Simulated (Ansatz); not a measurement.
Planning a run of Ansatz 0.2.0 on CeO2 (Fm-3m). The input:

```yaml
crystal:
  lattice:
    - [0.0, 2.70365, 2.70365]
    - [2.70365, 0.0, 2.70365]
    - [2.70365, 2.70365, 0.0]
  atoms:
    - { symbol: Ce, position: [0.0, 0.0, 0.0] }
    - { symbol: O, position: [0.25, 0.25, 0.25] }
    - { symbol: O, position: [0.75, 0.75, 0.75] }
kpoints:
  mp_grid: { grid: [4, 4, 4] }
  band_path:
    path:
      - [0.0, 0.0, 0.0]
      - [0.5, 0.0, 0.5]
      - [0.625, 0.25, 0.625]
      - [0.375, 0.375, 0.75]
      - [0.5, 0.5, 0.5]
      - [0.5, 0.25, 0.75]
      - [0.2625, 0.2625, 0.525]
    npoints: 1
hamiltonian:
  xc: hf
  pseudopotentials: { kind: paw, azcp: { folder: soft_1 } }
scf:
  occupations: { method: fixed }
  n_extra_bands: 5
output:
  eigenvalues: true
```

```sh
ansatz run input.yaml --threads 3 --pin off --max-ram 92160MiB --backend cuda --events-out ev --progress --plain --runs-dir out --devices 1 --max-vram 13GiB
```

**Question.** How long will it take on 1 × NVIDIA H100 80GB HBM3 (shared by 6 runs) with 3 threads of AMD EPYC 7R13 (Zen 3), shared host, and how much memory?

It took 22 s; on shared hardware allow 11 s to 44 s. Peak host memory was 1.1 GiB. The sizes that set the cost: 749 plane waves a state, 8 irreducible k points and 26 SCF cycles.

Exact exchange couples every pair of k points and filled bands, so it costs far more than a semilocal run.

[Paths, hosts, dates, memory and timing lines, banners, echoed tables and standing remarks are left out of the program output.]

[Logs are printed without paths, hosts, clocks, repeated set-up lines and the standing remarks that a program may print on its own settings, such as how far it seeks lower states.]

[Runs of the session that timed out or met a known fault of the program may be left out.]

[Cells called generated may have been cut or substituted from an entry of the Crystallography Open Database or the Materials Project.]

[Hosts, paths, dates, database ids (printed as entryN), source tags and the programs' standing remarks are cut or masked in the printed files.]
